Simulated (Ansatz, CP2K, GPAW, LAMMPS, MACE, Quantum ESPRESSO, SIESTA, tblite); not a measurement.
# Amorphous 29Ga2O3-71GeO2 (mol %) (86 atoms), the geometry as built

This is the geometry as built. Method: machine-learned interatomic potential MACE MPA-0 medium, trained on PBE(+U) plane-wave data (MACE MPA-0 medium); published weights, no electronic structure; density 3.71 g/cm³.

Cell vectors (Å):

```
11.142 0.000 0.000
0.000 11.142 0.000
0.000 0.000 11.142
```

Positions (Å):

```
1 Ga 9.002 3.279 6.398
2 Ga 8.914 10.572 9.692
3 Ga 9.956 6.596 2.277
4 Ga 10.732 2.377 8.827
5 Ga 5.110 2.273 2.528
6 Ga 0.761 10.753 9.601
7 Ga 10.235 1.299 0.956
8 Ga 10.487 10.251 3.635
9 Ga 5.336 0.852 8.841
10 Ga 9.968 7.043 5.569
11 Ga 10.715 9.822 6.616
12 Ga 2.737 10.875 6.965
13 Ga 8.103 1.572 3.791
14 Ga 8.194 5.017 4.542
15 Ge 3.805 9.317 9.695
16 Ge 7.725 0.048 7.022
17 Ge 0.662 5.080 10.702
18 Ge 10.476 7.445 9.012
19 Ge 5.146 10.156 1.559
20 Ge 2.695 2.869 9.582
21 Ge 1.568 5.964 4.045
22 Ge 8.138 4.866 9.362
23 Ge 8.301 9.777 1.899
24 Ge 5.792 2.674 5.750
25 Ge 3.633 8.746 4.220
26 Ge 0.654 1.736 5.579
27 Ge 8.005 3.902 1.551
28 Ge 1.633 3.025 2.555
29 Ge 5.411 6.606 8.242
30 Ge 3.195 4.535 6.630
31 Ge 6.758 8.195 5.603
32 O 8.558 5.243 2.588
33 O 11.008 0.228 5.178
34 O 5.738 1.489 7.027
35 O 2.172 1.344 6.257
36 O 4.294 3.514 5.720
37 O 2.177 4.164 10.653
38 O 7.973 7.123 4.923
39 O 8.728 2.302 1.736
40 O 1.516 1.570 9.392
41 O 2.007 5.235 5.577
42 O 1.003 10.386 7.705
43 O 9.488 5.206 6.026
44 O 4.044 10.538 8.400
45 O 6.430 3.612 2.178
46 O 8.533 10.588 0.406
47 O 10.337 8.892 4.953
48 O 1.791 4.749 2.856
49 O 8.576 10.893 3.260
50 O 8.574 3.499 8.329
51 O 2.176 9.621 10.084
52 O 4.735 9.889 11.035
53 O 3.993 9.614 2.743
54 O 10.250 0.859 10.019
55 O 6.133 1.864 4.241
56 O 0.640 6.508 9.639
57 O 2.990 9.711 5.497
58 O 6.427 7.499 7.155
59 O 2.535 7.405 3.946
60 O 4.517 7.832 9.137
61 O 4.246 5.758 7.292
62 O 11.008 6.401 3.942
63 O 5.238 8.242 4.777
64 O 6.975 3.964 5.749
65 O 10.884 3.912 9.809
66 O 4.221 2.075 9.691
67 O 9.352 8.432 2.194
68 O 8.189 1.377 6.048
69 O 0.519 2.550 1.320
70 O 7.267 9.823 6.059
71 O 8.997 3.158 4.333
72 O 6.643 9.338 1.915
73 O 10.932 5.742 0.901
74 O 0.920 2.505 4.078
75 O 10.520 7.829 7.309
76 O 5.556 0.657 1.721
77 O 6.516 5.488 8.994
78 O 10.915 10.986 1.980
79 O 7.147 0.039 8.729
80 O 9.125 6.334 9.220
81 O 10.261 9.069 9.666
82 O 10.802 2.404 6.876
83 O 3.249 2.442 2.432
84 O 2.646 3.703 8.039
85 O 9.312 10.668 7.627
86 O 8.091 4.350 11.033
```

Q: Give the force on every atom.

Columns: atom, fx, fy, fz (forces in eV/Å).

```
1 -0.621 -0.086 -0.024
2 -0.033 -0.782 -0.016
3 0.373 -0.060 -1.119
4 1.194 1.188 0.441
5 -0.201 -0.216 -0.249
6 1.403 -0.420 -0.769
7 0.862 -0.020 1.897
8 -0.059 1.344 -0.330
9 -0.706 0.821 -1.309
10 -0.422 -0.079 0.658
11 -0.104 0.225 -0.269
12 -0.772 -0.376 -1.099
13 -0.070 0.631 0.508
14 -0.133 -1.027 0.707
15 -0.199 -0.331 0.069
16 -0.644 0.029 -0.633
17 -0.744 -0.229 -0.571
18 -0.858 -1.097 0.645
19 0.083 0.241 0.792
20 -0.184 0.109 -0.666
21 1.226 -0.634 0.268
22 0.501 0.913 -0.456
23 -0.604 -0.048 -0.862
24 0.358 0.555 0.876
25 1.022 0.359 0.714
26 0.984 -0.774 -0.713
27 -0.636 -0.772 -0.907
28 0.007 -0.551 0.434
29 0.420 -0.074 -0.830
30 1.248 -0.403 0.601
31 -1.125 0.360 0.686
32 0.508 1.647 1.135
33 -1.097 -1.984 -0.294
34 -0.069 -1.260 1.363
35 1.878 -0.466 0.888
36 -1.122 0.190 -0.825
37 1.271 0.673 1.183
38 1.210 -0.756 -0.736
39 0.795 -1.475 0.215
40 -1.885 -0.929 -0.282
41 -0.693 -0.062 0.766
42 0.001 -0.186 0.178
43 -0.487 0.451 -1.145
44 0.729 1.329 -1.299
45 -1.549 -0.164 0.382
46 0.386 1.098 -2.073
47 0.345 0.197 0.712
48 0.348 0.781 -1.003
49 -0.084 0.947 1.480
50 0.750 -1.038 -0.617
51 -1.955 0.024 0.777
52 0.617 0.086 -0.277
53 -1.089 -0.195 -0.229
54 0.031 -0.485 0.141
55 0.070 -1.074 -2.079
56 1.581 0.487 -0.306
57 -0.562 0.652 0.883
58 0.436 0.061 0.701
59 0.014 0.170 -0.613
60 -0.287 -0.279 0.665
61 -0.221 0.597 -0.127
62 -1.547 0.706 -0.124
63 0.140 -0.552 -0.593
64 1.370 1.465 0.352
65 -1.337 -1.136 -0.857
66 1.784 -0.715 0.506
67 1.217 -1.822 0.519
68 0.498 1.225 -1.282
69 -0.570 -0.120 -0.848
70 -0.244 -0.266 -0.863
71 -0.096 -0.358 0.540
72 -0.497 -1.571 0.311
73 -0.589 0.615 1.417
74 -0.590 0.429 0.380
75 0.187 0.482 -2.248
76 0.234 1.721 0.065
77 -0.476 -0.399 0.624
78 0.025 -0.189 0.133
79 -0.706 0.189 1.707
80 -0.672 0.141 0.169
81 0.044 1.763 0.747
82 -1.544 1.159 1.330
83 1.801 -0.342 -0.155
84 -0.866 0.239 -0.639
85 1.012 -0.655 1.132
86 -0.012 0.158 -0.357
```

The quench rate of 100 K/ps is many orders above laboratory rates, so the cell is likely richer in defects and strain than a real sample. The network of bonds at the start is that of the classical potential that made the cell, and needn't be the one that DFT or experiment would give.

The r.m.s. force component is 0.836 eV/Å; the longest force, 2.38 eV/Å, acts on O46.

[Logs are printed without paths, hosts, clocks, repeated set-up lines and the standing remarks that a program may print on its own settings, such as how far it seeks lower states.]

[Hosts, paths, dates, database ids (printed as entryN), source tags and the programs' standing remarks are cut or masked in the printed files.]
